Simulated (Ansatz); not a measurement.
# ZnIn2 (built on the sites of a database entry of MgB2): a soft mode frozen in, part 3 of 3

Wanted: the energy along a soft mode of ZnIn2 (built on the sites of a database entry of MgB2) and the structure at the end.

Ansatz 0.2.0; DFT PBEsol, scalar-relativistic, plane waves, norm-conserving pseudopotentials.

So far. Step 4 (The mode frozen in, largest atomic shift 0.6 Å): The run ends at a pressure of -0.59 GPa, with forces up to 0.084 eV/Å. Step 5 (Energy along the mode, all amplitudes (two of the runs …): The lowest of the steps tried is the last one, at 0.6 Å, 38.2 meV/atom below the parent; the bottom of the well need not coincide with a step.

The structure was built from a prototype and need not be the compound's stable phase.

**7. The new phase in its own primitive cell (continued)**

Step by step:

```
step  energy less that of the first step (eV)  largest force component (eV/Å)  pressure (GPa)  volume (Å³)
   1                                   0.0000                          0.0054            0.06        68.60
   2                                  -0.0011                          0.0027            0.06        68.55
   3                                   0.0010                          0.0365           -0.76        69.46
   4                                  -0.0023                          0.0002            0.07        68.44
   5                                  -0.0025                          0.0017           -0.02        68.53
   6                                  -0.0025                          0.0003            0.01        68.47
   7                                  -0.0025                          0.0000            0.00        68.48
  8*                                  -0.0026                          0.0000            0.00        68.48
```

Relaxation steps marked * repeat the geometry before them on a plane-wave basis chosen anew for their cell, so energy and pressure can jump there. Relaxation step 3 was tried and not accepted.

The run keeps the 12 symmetry operations that it works with, so distortions that break them were not tested.

| conventional cell, symmetrised | before | after | change |
| --- | --- | --- | --- |
| a (Å) | 4.554 | 4.600 | +1.0 % |
| b (Å) | 4.554 | 4.600 | +1.0 % |
| c (Å) | 3.819 | 3.737 | -2.2 % |
| volume (Å³/atom) | 22.87 | 22.83 | -0.2 % |

The relaxed structure:

```cif
data_structure
_symmetry_space_group_name_H-M 'P 1'
_symmetry_Int_Tables_number 1
_cell_length_a 4.6003
_cell_length_b 4.6003
_cell_length_c 3.7366
_cell_angle_alpha 90.000
_cell_angle_beta 90.000
_cell_angle_gamma 120.000
_cell_volume 68.48
loop_
_atom_site_label
_atom_site_type_symbol
_atom_site_fract_x
_atom_site_fract_y
_atom_site_fract_z
_atom_site_occupancy
Zn1 Zn 0.00000 0.00000 0.00000 1
In2 In 0.33333 0.66667 0.72421 1
In3 In 0.66667 0.33333 0.27579 1
```

Numbers from this step:

```yaml
pressure: 0.002169 GPa
volume_per_atom: 22.83 Å³
```

The largest force component left is 0.027 meV/Å and the pressure is 0.002 GPa, within the tolerances set. The cell now holds 22.83 Å³/atom.

**8. Modes of the new phase, k-mesh 12×12×12**

A relaxed structure may still be a saddle point, so its zone-centre modes are computed. No field response is asked, since the mesh shows no gap.

Input file input.yaml:

```yaml
crystal:
  lattice:
    - [4.6003159757, 0.0, 0.0]
    - [-2.3001579879, 3.9839905004, 0.0]
    - [0.0, 0.0, 3.7365657836]
  atoms:
    - { symbol: Zn, position: [0.0, 0.0, 0.0] }
    - { symbol: In, position: [0.3333333333, 0.6666666667, 0.7242079441] }
    - { symbol: In, position: [0.6666666667, 0.3333333333, 0.2757920559] }
kpoints:
  mp_grid: { grid: [12, 12, 12] }
hamiltonian:
  xc: pbesol
  pseudopotentials: { kind: nc }
scf:
  occupations: { method: methfessel_paxton, width: 0.2 }
output:
  eigenvalues: true
phonons:
  method: dfpt
```

Command:

```console
$ ansatz run input.yaml --threads 8 --pin off --max-ram 14336MiB --backend cpu --events-out ev --progress --plain --runs-dir out
```

Numbers of over 12 decimals in the logs are rounded to 6 here.

The log of the run:

```text
[...]
Crystal: 3 atoms, lattice volume = 68.482 Å³
Basis set: ecut = 1142.878222 eV, 5997 PW (Γ), exchange–correlation on 108×108×90 points (8 copies of the dense FFT grid, shifted against one another)
Bands: 28, of which v1, the nominal top of the filled ones, is band 23 counted from 1 (22 counted from 0)
Symmetry: 12 space group operations
k-points: 476 of 1728 (irreducible under 2 space group operations, time reversal used)
[...]
SCF iter   1: F=—  HF=-9292.814133 eV  |F-HF|=—  |Δ(HF+E_count)|=         —  Δρ=2.17e-2  dr2=3.85e-1  ethr=3.10e-3  ⟨swp⟩=5.4  Hψ=52043  notcnv=0
[...]
SCF iter  11: F=-9292.675278 eV  HF=-9292.675278 eV  |F-HF|=0.00e0  |Δ(HF+E_count)|=  2.36e-11  S|Δr|=    0.00e0  Δρ=8.36e-8  dr2=6.54e-12  ethr=1.00e-12  ⟨swp⟩=11.3  Hψ=105514  notcnv=0
SCF 1 converged in 11 iterations: F = -9292.675278 eV  dr2 = 6.54e-12
DFPT response loops at Γ: preconditioner auto → Kerker (q_TF=auto, 2.553 Å⁻¹) (partly filled bands, converged f_vac=0.000); β = 1.00, the filter's whole step (`scf.mixing.beta` (0.50) is not read by the response loops under this deck's `scf.mixing.preconditioner`; to damp them name `kerker` or `kerker_dos`, under which they read `scf.mixing.beta`, and type it under 1.00, their step now; both keys bind the ground state too); Broyden in place of MSR1
SCF converged after 11 iterations
[...]
Free energy (F): -9292.675278 eV
[...]
Internal energy: -9292.675669 eV  (E = F + TS)
E sigma→0 (E₀):  -9292.675375 eV
Entropy (-TS):   0.000391 eV (0.130 meV/atom)
Fermi energy:    11.095531 eV
[...]
--- Band table (eV; the first three rows and the last of 476) ---
  k-point 0: bands = [... 19 lower, 3.9484, 10.7364, 11.4763, 11.7389, 11.7389, 12.1199, 12.1199, 13.7146, ... 1 higher]
  k-point 1: bands = [... 19 lower, 3.9454, 10.2221, 11.6773, 11.8037, 11.8037, 12.1966, 12.1966, 13.2770, ... 1 higher]
  k-point 2: bands = [... 19 lower, 3.9372, 9.1310, 11.9885, 11.9885, 12.0058, 12.4281, 12.4281, 13.0454, ... 1 higher]
  k-point 475: bands = [... 19 lower, 6.0339, 6.6460, 8.4041, 8.8326, 9.3885, 10.1851, 15.8485, 16.3615, ... 1 higher]
--- Phonons (Γ-DFPT): 4 representative perturbations + reference, on 476 of 1728 k-points (Σ response iterations 14) ---
  k mesh reduced under 2 symmetry operations, with k and −k counted as one. Each operation leaves every solved perturbation unchanged. A smaller set is not used because it would not reduce the number of displacements times k-points to solve
  ASR residual: 1.569e-4 → 0.000e0 eV/Å²; symmetrization residual: 2.375e-5 eV/Å²
  ASR residual per site (eV/Å²): 1.57e-4 6.56e-5 6.56e-5
  Γ frequencies (cm⁻¹): 0.00 0.00 0.00 44.27 77.44 106.05 106.05 132.85 132.85
  non-analytic LO–TO correction: not included (Born effective charges unavailable; polar crystals: no LO–TO splitting at Γ)
```

Elapsed: 3.3 min, on 8 threads of Arm Neoverse V2, shared host; peak memory 7.9 GiB; 26 min of CPU time.

This step gave:

* sum-rule residual before enforcement: 1.57e-4 eV/Å²
* point group: -3m
* highest optical mode at the zone centre (no LO-TO term): 132.8 cm⁻¹
* lowest optical zone-centre mode: 44.27 cm⁻¹

Patterns of degenerate modes are one choice out of their space. Modes at Γ, with each element's share of the kinetic energy:

```csv
mode,frequency (cm⁻¹),symmetry,Zn %,In %
1,0.0,acoustic,22,78
2,0.0,acoustic,22,78
3,0.0,acoustic,22,78
4,44.3,A2u,78,22
5,77.4,A1g,0,100
6,106.0,Eg,0,100
7,106.0,Eg,0,100
8,132.8,Eu,78,22
9,132.8,Eu,78,22
```

Displacements in mode 4 (44.3 cm⁻¹), the largest set to 1:
```
Zn1  0.00  0.00  1.00
In2  0.00  0.00 -0.28
In3  0.00  0.00 -0.28
```

Displacements in mode 9 (132.8 cm⁻¹), the largest set to 1:
```
Zn1  1.00  0.00  0.00
In2 -0.28  0.00  0.00
In3 -0.28  0.00  0.00
```

Before it was imposed, the acoustic sum rule was missed by 1.6e-4 eV/Å². Small misses are needed for a sound result but don't prove that mesh and cutoff are converged. The lowest optical mode is real, 44.3 cm⁻¹.

**9. Results**

* unstable mode of the parent: q = (0, 0, 0), 35i cm⁻¹
* depth at the lowest point sampled: 38.2 meV/atom
* largest atomic shift at that point: 0.6 Å
* space group reached (within 0.01 Å): P-3m1
* energy gained over the parent (first relaxation, on the mesh of the frozen mode): 78.4 meV/atom
* volume per atom, phase reached: 22.8 Å³
* lowest optical zone-centre mode, phase reached: 44.3 cm⁻¹
* highest optical mode at the zone centre (no LO-TO term), phase reached: 133 cm⁻¹

**Reading.** Along this mode the structure falls into P-3m1, 78.4 meV/atom below the parent. At the parent's cell the well is 38.20 meV/atom deep on the steps tried, with its lowest point at a shift of 0.6 Å. That is the last step tried, so the steps alone don't bracket the bottom of the well. Relaxing atoms and cell changes the gain by +40.22 meV/atom against the lowest step (energies at zero smearing). The new phase has no imaginary mode at the zone centre of its cell; other wavevectors were not checked. Of the 2 patterns followed to their end from this parent, this one ends 34.1 meV/atom above the lowest, Cmcm. Each path keeps the symmetry of its pattern, so a lower phase may lie along a pattern not tried. The q mesh is too sparse to interpolate, so only the solved wavevectors are given. With no gap, or one that is small against the smearing, the frequencies hang on the k mesh and the smearing, most of all near Kohn anomalies. A phonon run warned that its eigensolver left some bands unconverged in a pass. The starting cell was built on a prototype and not taken from a measurement, so the phase need not exist.

[Logs are printed without paths, hosts, clocks, repeated set-up lines and the standing remarks that a program may print on its own settings, such as how far it seeks lower states.]

[Hosts, paths, dates, database ids (printed as entryN), source tags and the programs' standing remarks are cut or masked in the printed files.]
